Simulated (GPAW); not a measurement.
## Ballistic transport through an Al chain with one Cu atom in line, from relaxation to T(E)

How well does an Al chain with one Cu atom in line conduct once its atoms have relaxed, and how much do cheaper levels lose?

Main program and level: GPAW 26.7.0; GPAW LCAO, PAW setups; relaxation of the junction within the symmetry of its start, lead ends held, in the first sound run; inputs show where later runs differ.

**1. Starting point**

The cell holds 15 atoms: 14 Al and 1 Cu. Cell: a = 9.000 Å, b = 9.000 Å, c = 35.848 Å, α = 90.0°, β = 90.0°, γ = 90.0°. Regions: left lead, 7 atoms (7 Al); channel, 1 atom (1 Cu); right lead, 7 atoms (7 Al). Vacuum lies along a and b. The structure is stacked along c, and the current runs across the ab planes.

**2. Relaxing the atoms**

Transmission follows bond lengths closely, so the atoms between the held lead ends are relaxed first, within whatever symmetry the start has.

The input, run.py:

```python
import json
from ase import Atoms
from ase.constraints import FixAtoms
from ase.optimize import BFGS
from gpaw import GPAW, FermiDirac

device = Atoms(
    ['Al', 'Al', 'Al', 'Al', 'Al', 'Al', 'Al', 'Cu', 'Al', 'Al', 'Al', 'Al', 'Al', 'Al', 'Al'],
    positions=[
        [4.50000, 4.50000, 1.20000],
        [4.50000, 4.50000, 3.60000],
        [4.50000, 4.50000, 6.00000],
        [4.50000, 4.50000, 8.40000],
        [4.50000, 4.50000, 10.80000],
        [4.50000, 4.50000, 13.20000],
        [4.50000, 4.50000, 15.60000],
        [4.50000, 4.50000, 17.92390],
        [4.50000, 4.50000, 20.24780],
        [4.50000, 4.50000, 22.64780],
        [4.50000, 4.50000, 25.04780],
        [4.50000, 4.50000, 27.44780],
        [4.50000, 4.50000, 29.84780],
        [4.50000, 4.50000, 32.24780],
        [4.50000, 4.50000, 34.64780]],
    cell=[[9.0, 0.0, 0.0], [0.0, 9.0, 0.0], [0.0, 0.0, 35.8478]],
    pbc=True)

device.set_constraint(FixAtoms([0, 1, 2, 3, 4, 5, 9, 10, 11, 12, 13, 14]))
device.calc = GPAW(mode='lcao', basis='dzp', xc='PBE', h=0.18,
                   kpts={'size': (1, 1, 2), 'gamma': True},
                   symmetry={'tolerance': 1e-3, 'extra_ids': [1, 1, 1, 1, 1, 1, 0, 0, 0, 1, 1, 1, 1, 1, 1]},
                   occupations=FermiDirac(0.1), maxiter=250,
                   mixer=dict(beta=0.1, nmaxold=8, weight=100.0),
                   convergence=dict(density=0.0001), txt='relax.txt')
path = []
opt = BFGS(device, maxstep=0.15)
opt.attach(lambda: path.append((device.get_potential_energy(), device.positions.tolist(), device.get_forces().tolist())))
relaxed = bool(opt.run(fmax=0.05, steps=50))
json.dump(dict(relaxed=relaxed, path=path, positions=device.positions.tolist(), moments=device.get_magnetic_moments().tolist(),
               forces=device.get_forces(apply_constraint=False).tolist()), open('result.json', 'w'))
```

Started as:

```
$ OMP_NUM_THREADS=1 OPENBLAS_NUM_THREADS=1 python run.py
```

Output:

```text
Step          Energy          fmax
BFGS:    0      -26.790758        0.751066
BFGS:    1      -26.804917        0.565362
BFGS:    2      -26.823588        0.004869
```

Elapsed: 3.8 min, on 1 thread of Intel Xeon Platinum 8375C at 2.90GHz (Ice Lake), shared host; peak memory 1.6 GiB.

The steps of the relaxation:

```
step  energy less that of the first step (eV)  largest force (eV/Å)
   1                                   0.0000                0.7511
   2                                  -0.0144                0.5654
   3                                  -0.0335                0.0049
```

The atoms that moved most (Å):

```
atom     dx     dy      dz  length
 Al7  0.000  0.000   0.043   0.043
 Al9  0.000  0.000  -0.043   0.043
```

The relaxation lowered the energy of the cell by 0.0335 eV (energies extrapolated to zero smearing; the optimiser's log prints free energies). The largest force left on a free atom is 0.0049 eV/Å.

**3. Double-zeta polarised basis**

The script solves lead and junction separately, takes H and S in the orbital basis, and joins semi-infinite leads through their self-energies; the dzp basis is the working standard.

This step: GPAW LCAO, PAW setups; Landauer transmission from Green's functions with principal layers (ASE), zero bias (GPAW 26.7.0).

The input, run.py:

```python
import json
import numpy as np
from ase import Atoms
from ase.transport.calculators import TransportCalculator
from gpaw import GPAW, FermiDirac
from gpaw.lcao.tools import get_lcao_hamiltonian
from scipy.linalg import eigh

# The junction with lead layers at both ends, along the third cell vector
device = Atoms(
    ['Al', 'Al', 'Al', 'Al', 'Al', 'Al', 'Al', 'Cu', 'Al', 'Al', 'Al', 'Al', 'Al', 'Al', 'Al'],
    positions=[
        [4.50000, 4.50000, 1.20000],
        [4.50000, 4.50000, 3.60000],
        [4.50000, 4.50000, 6.00000],
        [4.50000, 4.50000, 8.40000],
        [4.50000, 4.50000, 10.80000],
        [4.50000, 4.50000, 13.20000],
        [4.50000, 4.50000, 15.64339],
        [4.50000, 4.50000, 17.92390],
        [4.50000, 4.50000, 20.20441],
        [4.50000, 4.50000, 22.64780],
        [4.50000, 4.50000, 25.04780],
        [4.50000, 4.50000, 27.44780],
        [4.50000, 4.50000, 29.84780],
        [4.50000, 4.50000, 32.24780],
        [4.50000, 4.50000, 34.64780]],
    cell=[[9.0, 0.0, 0.0], [0.0, 9.0, 0.0], [0.0, 0.0, 35.8478]],
    pbc=True)

# One principal layer of the lead: the first 4 atoms of the device
lead = Atoms(
    ['Al', 'Al', 'Al', 'Al'],
    positions=[
        [4.50000, 4.50000, 1.20000],
        [4.50000, 4.50000, 3.60000],
        [4.50000, 4.50000, 6.00000],
        [4.50000, 4.50000, 8.40000]],
    cell=[[9.0, 0.0, 0.0], [0.0, 9.0, 0.0], [0.0, 0.0, 9.6]],
    pbc=True)

settings = dict(mode='lcao', basis='dzp', xc='PBE', h=0.2,
                occupations=FermiDirac(0.1), maxiter=250,
                mixer=dict(beta=0.1, nmaxold=8, weight=100.0),
                convergence=dict(density=0.0001))
energies = np.arange(-2, 2 + 1e-9, 0.025)
eta = 0.0001
n1, n2 = 1, 1
# k and -k transmit alike, so half of the mesh across the current serves
mesh = [(i, j) for i in range(n1) for j in range(n2) if (i, j) <= (-i % n1, -j % n2)]
weights = np.array([1 if (i, j) == (-i % n1, -j % n2) else 2 for i, j in mesh]) / (n1 * n2)


def ground_state(atoms, size, txt):
    atoms.calc = GPAW(kpts={'size': size, 'gamma': True}, symmetry={'tolerance': 1e-3}, txt=txt, **settings)
    atoms.get_potential_energy()
    return atoms.calc.get_fermi_level()


def blocks(atoms, fermi, points, nz, cells):
    """H - E_F S and S between cell 0 and the cells above it, at each point across the current."""
    kz = np.arange(nz) / nz
    calc = atoms.calc.fixed_density(kpts=[(*k, z) for k in points for z in kz], symmetry='off', txt=None)
    H, S = get_lcao_hamiltonian(calc)
    H = (H - fermi * S).reshape(len(H), len(points), nz, *S.shape[1:])
    S = S.reshape(H.shape[1:])
    phases = [np.exp(-2j * np.pi * kz * R) / nz for R in cells]
    return [(np.einsum('skzij,z->ksij', H, p), np.einsum('kzij,z->kij', S, p)) for p in phases]


def pair(a, b):
    return np.block([[a, b], [b.T.conj(), a]])


def count_channels(h, s, cells, nk=240):
    """Half the number of times that the lead's bands cross each energy, unfolded to its shortest repeat."""
    b = len(h) // cells
    bands = []
    for k in (np.arange(nk + 1) + 0.5) / nk:
        hk, sk = h[:b, :b].copy(), s[:b, :b].copy()
        for R in range(1, cells):
            phase, block = np.exp(2j * np.pi * k * R), slice(R * b, (R + 1) * b)
            hk += h[:b, block] * phase + (h[:b, block] * phase).T.conj()
            sk += s[:b, block] * phase + (s[:b, block] * phase).T.conj()
        w, u = eigh(sk)
        x = u[:, w > 1e-5] / w[w > 1e-5]**0.5  # drop near-dependent combinations
        bands.append(np.r_[eigh(x.T.conj() @ hk @ x, eigvals_only=True), [1e9] * (w <= 1e-5).sum()])
    below = np.array(bands)[:, :, None] < energies
    return (below[1:] != below[:-1]).sum((0, 1)) / 2


fermi_lead = ground_state(lead, (1, 1, 12), 'lead.txt')
fermi_device = ground_state(device, (1, 1, 2), 'device.txt')
T, channels, eigen, tail, misfit, shifts = [], [], [], 0.0, 0.0, []
for first in range(0, len(mesh), 493):
    points = [(i / n1, j / n2) for i, j in mesh[first:first + 493]]
    (H0k, S0k), (H1k, S1k), (H2k, _) = blocks(lead, fermi_lead, points, 5, range(3))
    [(Hk, Sk)] = blocks(device, fermi_device, points, 2, [0])
    tail = max(tail, abs(H2k).max())
    for H0, S0, H1, S1, H, S in zip(H0k, S0k, H1k, S1k, Hk, Sk):
        n = len(S0)
        # Shift the lead onto the potential of the device's first layer
        shift = ((H[:, 0, 0] - H0[:, 0, 0]) / S0[0, 0]).real.mean()
        shifts.append(shift)
        misfit = max(misfit, abs(H[:, :n, :n] - H0 - shift * S0).max())
        Tk, Ck, Ek = [], [], []
        for s in range(len(H)):
            t = s % len(H0)  # a lead without moments serves both spins
            h1, s1 = pair(H0[t] + shift * S0, H1[t] + shift * S1), pair(S0, S1)
            leads = dict(h1=h1, s1=s1, energies=energies, eta=eta, eta1=eta, eta2=eta)
            calc = TransportCalculator(h=H[s], s=S, eigenchannels=3, **leads)
            Tk.append(calc.get_transmission())
            Ek.append(np.sort(calc.eigenchannels_ne, axis=0)[::-1])
            Ck.append(count_channels(h1, s1, 8))
        T.append(Tk)
        channels.append(Ck)
        eigen.append(Ek)
T, channels = np.array(T), np.array(channels)
mean, open_channels = np.einsum('kse,k->se', T, weights), np.einsum('kse,k->se', channels, weights)

print(f'basis functions: device {len(S)}, principal layer {n}')
print(f'Fermi level: lead {fermi_lead:.4f} eV, device {fermi_device:.4f} eV; lead shifted by {np.mean(shifts):.4f} eV')
print(f'largest coupling past the next layer {tail:.2e} eV, largest misfit of the first layer {misfit:.3f} eV')
print('  E-E_F (eV)   ' + 'T (one spin)  channels')
for e, t, c in zip(energies, mean.T, open_channels.T):
    print(f'{e:10.3f}  ', *[f'{x:11.4e}' for x in t], *[f'{x:9.4f}' for x in c])

kT = 8.617333e-5 * 300
fine = np.linspace(energies[0], energies[-1], 4001)
both = np.exp(np.interp(fine, energies, np.log(np.maximum(mean.sum(0) * 2 / len(mean), 1e-30))))
fermi = lambda mu: 1 / (1 + np.exp(np.clip((fine - mu) / kT, -200, 200)))
slope = fermi(0) * (1 - fermi(0)) / kT
G = np.trapezoid(both * slope, fine) / 2
seebeck = -np.trapezoid(both * slope * fine, fine) / (2 * G * 300) * 1e6
print(f'conductance at 300 K: {G:.5g} G0 a cell; thermopower {seebeck:.4g} uV/K')
bias = [0.1, 0.2, 0.5, 1.0, 1.5, 2.0]
current = [38.74 * np.trapezoid(both * (fermi(V / 2) - fermi(-V / 2)), fine) for V in bias]
for V, I in zip(bias, current):
    print(f'current from the zero-bias T(E) at {V} V: {I:.5g} uA')
zero = abs(energies).argmin()
json.dump(dict(energies=energies.tolist(), T=mean.tolist(), channels=open_channels.tolist(), G=G, seebeck=seebeck,
               bias=bias, current=current, tail=tail, misfit=misfit, shift=np.mean(shifts), n_device=len(S), n_lead=n,
               fermi=[fermi_lead, fermi_device], energy=device.get_potential_energy(),
               moments=device.get_magnetic_moments().tolist(), mesh=mesh, weights=weights.tolist(),
               T_k=T[:, :, zero].tolist(), eigen=np.array(eigen[0]).tolist()), open('result.json', 'w'))
```

Output:

```text
basis functions: device 197, principal layer 52
Fermi level: lead -3.1259 eV, device -3.0513 eV; lead shifted by 0.0041 eV
largest coupling past the next layer 1.49e-15 eV, largest misfit of the first layer 0.016 eV
  E-E_F (eV)   T (one spin)  channels
    -2.000    4.4670e-02    1.0000
    -1.975    9.3511e-02    1.0000
    -1.950    1.5705e-01    1.0000
    -1.925    2.3170e-01    1.0000
    -1.900    3.1344e-01    1.0000
    -1.875    3.9837e-01    1.0000
    -1.850    4.8305e-01    1.0000
    -1.825    5.6474e-01    1.0000
    -1.800    6.4142e-01    1.0000
    -1.775    7.1172e-01    1.0000
    -1.750    7.7483e-01    1.0000
    -1.725    8.3030e-01    1.0000
    -1.700    8.7797e-01    1.0000
    -1.675    9.1779e-01    1.0000
    -1.650    9.4975e-01    1.0000
    -1.625    9.7383e-01    1.0000
[...]
1.825    1.6798e+00    3.0000
     1.850    1.6906e+00    3.0000
     1.875    1.7008e+00    3.0000
     1.900    1.7104e+00    3.0000
     1.925    1.7195e+00    3.0000
     1.950    1.7280e+00    3.0000
     1.975    1.7361e+00    3.0000
     2.000    1.7436e+00    3.0000
conductance at 300 K: 0.71907 G0 a cell; thermopower -9.953 uV/K
current from the zero-bias T(E) at 0.1 V: 5.5379 uA
current from the zero-bias T(E) at 0.2 V: 10.881 uA
current from the zero-bias T(E) at 0.5 V: 24.38 uA
current from the zero-bias T(E) at 1.0 V: 39.7 uA
current from the zero-bias T(E) at 1.5 V: 54.503 uA
current from the zero-bias T(E) at 2.0 V: 71.328 uA
```

It took 88 s on 1 thread; peak memory 1.2 GiB.

Numbers from this step:

| Item | Value |
| --- | --- |
| conductance | 0.7191 G₀ |
| thermopower | -9.953 μV/K |
| largest coupling past the next principal layer | 1.49e-15 eV |
| largest misfit of the first principal layer | 0.01625 eV |
| shift that aligns the lead | 0.004051 eV |
| basis functions of the junction | 197 |
| basis functions of a principal layer | 52 |
| transmission at the Fermi level (one spin) | 0.7314 |
| open channels of the lead at the Fermi level (one spin) | 2 |

One spin. The transmission, zone mean by energy, zero at the Fermi level:

```
energy (eV)  transmission, zone mean
     -2.000                   0.0447
     -1.900                    0.313
     -1.800                    0.641
     -1.700                    0.878
     -1.600                    0.990
     -1.575                    0.998
     -1.500                    0.965
     -1.400                    0.737
     -1.300                   0.0727
     -1.200                   1.3e-8
     -1.100                   3.4e-9
     -1.000                   3.3e-9
     -0.900                   2.6e-7
     -0.800                  7.9e-10
     -0.700                  1.1e-10
     -0.600                  3.1e-11
     -0.500                  1.4e-11
     -0.400                   1.8e-8
     -0.300                    0.110
     -0.200                    0.336
     -0.100                    0.580
      0.000                    0.731
      0.100                    0.777
      0.200                    0.764
      0.300                    0.738
      0.400                    0.725
      0.500                    0.730
      0.600                    0.753
      0.700                    0.787
      0.800                    0.825
      0.900                    0.863
      1.000                    0.975
      1.100                     1.10
      1.200                     1.21
      1.300                     1.31
      1.400                     1.40
      1.500                     1.49
      1.600                     1.56
      1.700                     1.62
      1.800                     1.67
      1.900                     1.71
      2.000                     1.74
```

Crossings of the lead's bands, unfolded to its shortest repeat. Open channels, zone mean against energy, zero at the Fermi level:

```
energy (eV)  open channels, zone mean
     -2.000                         1
     -1.900                         1
     -1.800                         1
     -1.700                         1
     -1.600                         1
     -1.500                         1
     -1.400                         1
     -1.300                         1
     -1.200                         0
     -1.100                         0
     -1.000                         0
     -0.900                         0
     -0.800                         0
     -0.700                         0
     -0.600                         0
     -0.500                         0
     -0.400                         0
     -0.300                         2
     -0.200                         2
     -0.100                         2
      0.000                         2
      0.100                         2
      0.200                         2
      0.300                         2
      0.400                         2
      0.500                         2
      0.600                         2
      0.700                         2
      0.800                         2
      0.900                         2
      1.000                         3
      1.100                         3
      1.200                         3
      1.300                         3
      1.400                         3
      1.500                         3
      1.600                         3
      1.700                         3
      1.800                         3
      1.900                         3
      2.000                         3
```

Not self-consistent under bias; the bias window is split evenly. The current through one cell, from the zero-bias transmission by bias:

```
bias (V)  current through one cell, from the zero-bias transmission (μA)
   0.100                                                            5.54
   0.200                                                            10.9
   0.500                                                            24.4
   1.000                                                            39.7
   1.500                                                            54.5
   2.000                                                            71.3
```

Transmission of the three most open eigenchannels against energy, zero at the Fermi level:

```
energy (eV)  channel 1  channel 2  channel 3
     -2.000     0.0447    1.3e-12          0
     -1.900      0.313    1.4e-12          0
     -1.800      0.641    1.4e-12          0
     -1.700      0.878    1.4e-12          0
     -1.600      0.990    1.4e-12          0
     -1.500      0.965    1.4e-12          0
     -1.400      0.737    1.4e-12          0
     -1.300     0.0727    1.3e-12          0
     -1.200     1.3e-8    1.3e-12          0
     -1.100     3.4e-9    1.3e-12          0
     -1.000     3.3e-9    1.3e-12          0
     -0.900     2.6e-7    1.3e-12          0
     -0.800    7.9e-10    1.3e-12          0
     -0.700    1.0e-10    1.3e-12          0
     -0.600    3.0e-11    1.3e-12          0
     -0.500    1.2e-11    1.3e-12          0
     -0.400     8.8e-9     8.8e-9    6.5e-12
     -0.300     0.0548     0.0548    4.1e-12
     -0.200      0.168      0.168    3.0e-12
     -0.100      0.290      0.290    2.5e-12
      0.000      0.366      0.366    2.3e-12
      0.100      0.388      0.388    2.3e-12
      0.200      0.382      0.382    2.7e-12
      0.300      0.369      0.369    3.5e-12
      0.400      0.362      0.362    5.2e-12
      0.500      0.365      0.365    9.1e-12
      0.600      0.377      0.377    2.0e-11
      0.700      0.393      0.393    6.0e-11
      0.800      0.413      0.413    3.3e-10
      0.900      0.432      0.432     1.3e-8
      1.000      0.449      0.449     0.0767
      1.100      0.464      0.464      0.172
      1.200      0.478      0.478      0.257
      1.300      0.491      0.491      0.333
      1.400      0.502      0.502      0.400
      1.500      0.513      0.513      0.460
      1.600      0.522      0.522      0.512
      1.700      0.558      0.530      0.530
      1.800      0.598      0.535      0.535
      1.900      0.633      0.539      0.539
      2.000      0.663      0.540      0.540
```

Couplings past the next layer reach 1.5e-15 eV, small enough to drop; the matrix elements of the cell's first layer differ from the bulk lead's by up to 0.016 eV. That layer keeps its own values in the calculation, and only beyond it is the lead taken as perfect. The Fermi levels of lead and junction count from different zeros of potential, one for each periodic cell; with both set to zero, the small remaining shift is what aligns them. By hand: G = 0.7191 × 77.48 μS = 55.7 μS, a resistance of 17.9 kΩ; at 0.1 V a linear junction would pass 5.57 μA, and the integral over the bias window gives 5.54 μA. Mott's formula, S = -(π²/3)(k_B²T/e) d ln T/dE, has the prefactor 7.33 μV/K·eV at 300 K; T = 0.7046 at -0.025 eV and 0.7513 at 0.025 eV give a slope of 1.28 per eV and S = -9.40 μV/K, beside -9.95 μV/K from the thermal integral, which interpolates the same grid.

[end of part 1 of 3]

[Logs are printed without paths, hosts, clocks, repeated set-up lines and the standing remarks that a program may print on its own settings, such as how far it seeks lower states.]

[Hosts, paths, dates, database ids (printed as entryN), source tags and the programs' standing remarks are cut or masked in the printed files.]
